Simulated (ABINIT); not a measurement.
# Quasiparticle gap of YHSe (P-6m2) in ABINIT, part 3 of 3

Wanted: ground state, empty states, screening and self-energy for YHSe (P-6m2).

ABINIT 10.8.3; LDA and many-body steps on it, plane waves. Known limits of the many-body steps: not at the basis limit; no spin-orbit coupling; coarse k mesh.

So far. Step 3 (Bands along the symmetry lines): The gap is 1.364 eV, as in the run before at this level. Step 4 (Empty states on the mesh, 3×3×4 mesh, 55 bands): On this mesh the gap is 1.364 eV.

## 5. Screening, 3×3×4 mesh, 51 bands, screening to 106.1 eV

The RPA dielectric matrix is built and inverted for each q.

This step: RPA screening on LDA, plane waves, norm-conserving pseudopotentials.

Contents of run.abi:

```
acell 3*1.0 Angstrom
rprim 
  3.840931335803 -0.000000000001 0.000000000000
  -1.920465667901 3.326344110998 0.000000000000
  0.000000000000 0.000000000000 3.915549560000
ntypat 3
znucl 39 1 34
natom 3
typat 1 2 3
xred 
  0.000000000000 0.000000000000 0.000000000000
  0.333333333333 0.666666666667 0.000000000000
  0.666666666667 0.333333333333 0.500000000000
pp_dirpath "pseudos"
pseudos "Y.upf, H.upf, Se.upf"
ecut 48
ngkpt 3 3 4
nshiftk 1
shiftk 0 0 0
kptopt 1
chksymbreak 0
istwfk *1
occopt 1
irdwfk 1
optdriver 3
nband 51
ecuteps 3.9
inclvkb 2
awtr 1
symchi 1
indata_prefix "in"
outdata_prefix "out"
tmpdata_prefix "tmp"
```

Launch:

```
$ OMP_NUM_THREADS=1 mpirun -n 4 abinit run.abi > log
```

Numbers of over 12 decimals in the logs are rounded to 6 here.

The program printed:

```text
.Version 10.8.3 of ABINIT. v10.8.2 released Aug 2026.

 Symmetries : space group P-6 m 2 (#187); Bravais hP (primitive hexag.)
[... echo of the input left out ...]
== DATASET  1 ==================================================================
-   mpi_nproc: 4, omp_nthreads: 1 (-1 if OMP is not activated)

--- !DatasetInfo
iteration_state: {dtset: 1, }
dimensions: {natom: 3, nkpt: 9, mband: 51, nsppol: 1, nspinor: 1, nspden: 1, mpw: 5376, }
cutoff_energies: {ecut:  48.0, pawecutdg:  -1.0, }
electrons: {nelect:   3.60000000E+01, charge:   0.00000000E+00, occopt:   1.00000000E+00, tsmear:   1.00000000E-02, }

 SCREENING: Calculation of the susceptibility and dielectric matrices

 Based on a program developped by R.W. Godby, V. Olevano, G. Onida, and L. Reining.
 Incorporated in ABINIT by V. Olevano, G.-M. Rignanese, and M. Torrent.
.Using double precision arithmetic ; gwpc =  8

[... cell and pseudopotentials left out ...]
--------------------------------------------------------------------------------

 ==== K-mesh for the wavefunctions ====
 Number of points in the irreducible wedge :     9
[... list of points left out ...]
 Together with 12 symmetry operations and time-reversal symmetry
 yields    36 points in the full Brillouin Zone.

 ==== Q-mesh for the screening function ====
 Number of points in the irreducible wedge :     9
[... list of points left out ...]
 Together with 12 symmetry operations and time-reversal symmetry
 yields    36 points in the full Brillouin Zone.

 setmesh: FFT mesh size selected  =    25x   25x   30
          total number of points  =        18750

 vcoul_init : cutoff-mode = AUXILIARY_FUNCTION
 q-points for optical limit:   1
     1)      0.000010    0.000020    0.000030

- screening: taking advantage of time-reversal symmetry
- Maximum band index for partially occupied states nbvw = 18
- Remaining bands to be divided among processors   nbcw = 33
- Number of bands treated by each node ~8

 Number of electrons calculated from density =   36.0000; Expected =   36.0000
 average of density, n =  0.106637
 r_s =    1.3082
 omega_plasma =   31.5000 [eV]

 calculating chi0 at frequencies [eV] :
  1    0.000000E+00    0.000000E+00
  2    0.000000E+00    3.149998E+01

--------------------------------------------------------------------------------
  q-point number  1        q = ( 0.000000, 0.000000, 0.000000) [r.l.u.]
--------------------------------------------------------------------------------
[... chi0 elements left out ...]
 For q-point:  0.000010 0.000020 0.000030
  dielectric constant =  11.4534
  dielectric constant without local fields =  12.6704

  Average fulfillment of the sum rule on Im[epsilon] for q-point    1 :     32.96  [%]
[... wings left out ...]
  q-point number  2        q = ( 0.333333, 0.000000, 0.000000) [r.l.u.]
--------------------------------------------------------------------------------
[... chi0 elements left out ...]
  Average fulfillment of the sum rule on Im[epsilon] for q-point    2 :     41.38  [%]

 [... 7 further q-points ...]
```

The job ended after 13 s (4 MPI ranks of Arm Neoverse V1, shared host; peak memory 0.7 GiB; 53 s of CPU time).

Numbers from this step:

```
ε∞ with local fields, on this mesh, along the program's q direction : 11.45
the same without local fields                                       : 12.67
plasma frequency                                                    : 31.5 eV
plane waves in the screening matrix                                 : 145
```

Local fields lower ε∞ by 10 %. On a Γ-centred mesh this coarse the value itself is usually too large, while a short band sum pulls it down.

## 6. Self-energy, 3×3×4 mesh, 51 bands, screening to 106.1 eV

The self-energy is evaluated for the states that the input lists, and the levels follow from it, in one-shot runs by the linearised quasiparticle equation.

This step: G0W0 on LDA, plane waves, norm-conserving pseudopotentials.

run.abi, as its differences from that of step 5:

```diff
@@ -24,8 +24,17 @@
 irdwfk 1
-optdriver 3
+optdriver 4
 nband 51
+gwcalctyp 0
+ecutsigx 48
+symsigma 1
+nkptgw 2
+kptgw 
+  0.0000000000 0.0000000000 0.5000000000
+  0.0000000000 0.0000000000 0.0000000000
+bdgw 
+  16 20
+  17 21
 ecuteps 3.9
-inclvkb 2
-awtr 1
-symchi 1
+irdscr 1
+ppmodel 1
 indata_prefix "in"
```

The program printed:

```text
.Version 10.8.3 of ABINIT. v10.8.2 released Aug 2026.

 Symmetries : space group P-6 m 2 (#187); Bravais hP (primitive hexag.)
[... echo of the input left out ...]
== DATASET  1 ==================================================================
-   mpi_nproc: 4, omp_nthreads: 1 (-1 if OMP is not activated)

--- !DatasetInfo
iteration_state: {dtset: 1, }
dimensions: {natom: 3, nkpt: 9, mband: 51, nsppol: 1, nspinor: 1, nspden: 1, mpw: 5376, }
cutoff_energies: {ecut:  48.0, pawecutdg:  -1.0, }
electrons: {nelect:   3.60000000E+01, charge:   0.00000000E+00, occopt:   1.00000000E+00, tsmear:   1.00000000E-02, }

 SIGMA: Calculation of the GW corrections

 Based on a program developped by R.W. Godby, V. Olevano, G. Onida, and L. Reining.
 Incorporated in ABINIT by V. Olevano, G.-M. Rignanese, and M. Torrent.
.Using double precision arithmetic ; gwpc =  8

[... cell and pseudopotentials left out ...]
--------------------------------------------------------------------------------

 ==== K-mesh for the wavefunctions ====
 Number of points in the irreducible wedge :     9
[... list of points left out ...]
 Together with 12 symmetry operations and time-reversal symmetry
 yields    36 points in the full Brillouin Zone.

 ==== Q-mesh for screening function ====
 Number of points in the irreducible wedge :     9
[... list of points left out ...]
 Together with 12 symmetry operations and time-reversal symmetry
 yields    36 points in the full Brillouin Zone.

 vcoul_init : cutoff-mode = AUXILIARY_FUNCTION
 q-points for optical limit:   1
     1)      0.000010    0.000020    0.000030
 setmesh: FFT mesh size selected  =    40x   40x   48
          total number of points  =        76800

 Number of electrons calculated from density =   36.0000; Expected =   36.0000
 average of density, n =  0.106637
 r_s =    1.3082
 omega_plasma =   31.5000 [eV]

 === KS Band Gaps ===
  >>>> For spin  1
   Minimum direct gap =   1.7373 [eV], located at k-point      :   0.0000  0.0000  0.5000
   Fundamental gap    =   1.3635 [eV], Top of valence bands at :   0.0000  0.0000  0.5000
                                       Bottom of conduction at :   0.0000  0.0000  0.0000
 SIGMA fundamental parameters:
 PLASMON POLE MODEL  1
 number of plane-waves for SigmaX                 5375
 number of plane-waves for SigmaC and W            145
 number of plane-waves for wavefunctions          5375
 number of bands                                    51
 number of independent spin polarizations            1
 number of spinorial components                      1
 number of k-points in IBZ                           9
 number of q-points in IBZ                           9
 number of symmetry operations                      12
 number of k-points in BZ                           36
 number of q-points in BZ                           36
 number of frequencies for dSigma/dE                 9
 frequency step for dSigma/dE [eV]                0.25
 number of omega for Sigma on real axis              0
 max omega for Sigma on real axis  [eV]           0.00
 zcut for avoiding poles [eV]                     0.10

 EPSILON^-1 parameters (SCR file):
 dimension of the eps^-1 matrix on file            145
 dimension of the eps^-1 matrix used               145
 number of plane-waves for wavefunctions          5375
 number of bands                                    51
 number of q-points in IBZ                           9
 number of frequencies                               2
 number of real frequencies                          1
 number of imag frequencies                          1

 matrix elements of self-energy operator (all in [eV])

 Perturbative Calculation

--- !SelfEnergy_ee
iteration_state: {dtset: 1, }
kpoint     : [   0.000,    0.000,    0.500, ]
spin       : 1
KS_gap     :    1.737
QP_gap     :    2.827
Delta_QP_KS:    1.090
data: !SigmaeeData |
     Band     E0 <VxcDFT>   SigX SigC(E0)      Z dSigC/dE  Sig(E)    E-E0       E
       16   6.178 -14.437 -16.289   2.233   0.801  -0.248 -14.131   0.306   6.484
       17   6.178 -14.437 -16.289   2.233   0.801  -0.248 -14.131   0.306   6.484
       18   7.324 -13.596 -15.475   2.033   0.803  -0.245 -13.472   0.123   7.447
       19   9.061 -12.376  -7.207  -3.681   0.815  -0.227 -11.163   1.213  10.274
       20   9.061 -12.376  -7.207  -3.681   0.815  -0.227 -11.163   1.213  10.274

--- !SelfEnergy_ee
iteration_state: {dtset: 1, }
kpoint     : [   0.000,    0.000,    0.000, ]
spin       : 1
KS_gap     :    2.927
QP_gap     :    3.604
Delta_QP_KS:    0.676
data: !SigmaeeData |
     Band     E0 <VxcDFT>   SigX SigC(E0)      Z dSigC/dE  Sig(E)    E-E0       E
       17   5.760 -13.845 -15.706   2.206   0.801  -0.249 -13.569   0.276   6.035
       18   5.760 -13.845 -15.706   2.206   0.801  -0.249 -13.569   0.276   6.035
       19   8.687 -11.628  -6.799  -3.666   0.819  -0.221 -10.676   0.952   9.639
       20  11.061 -13.739  -8.171  -3.905   0.806  -0.240 -12.398   1.341  12.402
       21  11.061 -13.739  -8.171  -3.905   0.806  -0.240 -12.398   1.341  12.402

== END DATASET(S) ==============================================================
================================================================================

 -outvars: echo values of variables after computation  --------
           etotal      0.0000000000E+00
            nband          51
             nkpt           9
          spgroup         187
 [... the other variables as echoed above ...]

 Calculation completed.
```

Run time: 5 s. Hardware: 4 MPI ranks; peak memory 0.63 GiB; 20 s of CPU time.

Numbers from this step:

* G0W0 gap on the points computed: 2.192 eV
* starting gap on the mesh: 1.364 eV
* k of the valence top: 0, 0, 0.5
* k of the conduction bottom: 0, 0, 0
* Z at the valence top: 0.803
* Z at the conduction bottom: 0.819
* least direct G0W0 gap on the computed points: 2.827 eV

The gap on the mesh goes from 1.36 eV to 2.19 eV, a correction of +0.83 eV.

Limits: finite bands, cutoff and mesh; no spin-orbit coupling; coarse k mesh. v1 is the top filled band, c1 the lowest empty one. Levels before and after the correction, in eV, zero at the valence-band top of each column:

|  | conduction bottom | valence top |
| --- | --- | --- |
| Kohn-Sham | 1.36 | 0.00 |
| G0W0 | 2.19 | 0.00 |

|  | level | energy (eV) |
| --- | --- | --- |
| Kohn-Sham | (0 0 0.5) v3-v2 | -1.145 |
| Kohn-Sham | (0 0 0.5) v1 | 0.000 |
| Kohn-Sham | (0 0 0.5) c1-c2 | 1.737 |
| Kohn-Sham | Γ v2-v1 | -1.564 |
| Kohn-Sham | Γ c1 | 1.364 |
| Kohn-Sham | Γ c2-c3 | 3.737 |
| G0W0 | (0 0 0.5) v3-v2 | -0.963 |
| G0W0 | (0 0 0.5) v1 | 0.000 |
| G0W0 | (0 0 0.5) c1-c2 | 2.827 |
| G0W0 | Γ v2-v1 | -1.412 |
| G0W0 | Γ c1 | 2.192 |
| G0W0 | Γ c2-c3 | 4.955 |

## 7. Where the time went

Times are wall times on 4 MPI ranks of Arm Neoverse V1, shared host, good to a factor of about two.

| step | time | share | memory (GiB) |
| --- | --- | --- | --- |
| ground state | 30 s | 28 % | 0.38 |
| bands along the symmetry lines | 42 s | 39 % | 0.43 |
| empty states on the mesh | 19 s | 17 % | 0.31 |
| screening | 13 s | 12 % | 0.7 |
| self-energy | 5 s | 5 % | 0.63 |

## 8. Summary of results

```yaml
lda_gap: 1.36 eV, indirect
g0w0_gap_on_the_mesh: 2.19 eV
gw_settings: 3×3×4 mesh, 51 bands, screening to 106.1 eV, Godby-Needs plasmon pole
known_limits: not at the basis limit; no spin-orbit coupling; coarse k mesh
```

**Reading.** G0W0 moves the gap on the mesh from 1.36 eV to 2.19 eV (+0.83 eV), with Z of 0.80 and 0.82 at the edges. Local fields lower the RPA ε∞ on this mesh from 12.67 to 11.45; a Γ-centred mesh this coarse tends to raise both, most where the direct gap is narrow, while a short band sum lowers them. Only 2 of the mesh's irreducible points were corrected, so a valley elsewhere could overtake. Bands and cutoff are finite, so the gap is not at the basis limit. The miss can reach some tenths of an eV and take either sign; the mesh is an error of its own. In the G0W0 run levels were corrected at 2 k points alone, so a gap called «on the mesh» is the least over those, and an edge elsewhere would be missed. The 3×3×4 mesh is coarse for this cell, which bears on the long-range parts of exchange and screening. The many-body steps are scalar-relativistic: spin-orbit coupling is not in them.

[Paths, hosts, dates, memory and timing lines, banners, echoed tables and standing remarks are left out of the program output.]

[Logs are printed without paths, hosts, clocks, repeated set-up lines and the standing remarks that a program may print on its own settings, such as how far it seeks lower states.]

[Runs of the session that timed out or met a known fault of the program may be left out.]

[Hosts, paths, dates, database ids (printed as entryN), source tags and the programs' standing remarks are cut or masked in the printed files.]

[G0W0 gaps are taken among the corrected bands and points alone; a level outside them can change the order at an edge.]

[Where Ansatz stands beside ABINIT at settings called matched, ABINIT's density can come from a denser mesh and the files from another edition; pairs whose starting gaps differed by over 0.03 eV were left out, so agreement reads better than it is.]
